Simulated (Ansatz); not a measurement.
Reflectivity of ScAl3 (Pm-3m) at normal incidence (Ansatz, revPBE, independent particles, without spin-orbit coupling, line width 0.1 eV (Gaussian), carrier damping 0.2 eV):

```
E (eV)  R (%)
  1.00   56.6
  1.25   49.4
  1.50   54.3
  1.75   60.1
  2.00   64.3
  2.25   64.3
  2.50   64.5
  2.75   59.7
  3.00   65.9
  3.25   61.5
  3.50   55.1
  3.75   51.0
  4.00   51.9
  4.25   56.4
  4.50   59.6
  4.75   62.5
  5.00   65.6
```

What colour would a polished face show in daylight?

Light grey: CIE x = 0.316, y = 0.334, luminous reflectivity 64 % under D65, from the mean over the axes. The cell is a Materials Project entry and need not be the stable phase.

[Logs are printed without paths, hosts, clocks, repeated set-up lines and the standing remarks that a program may print on its own settings, such as how far it seeks lower states.]
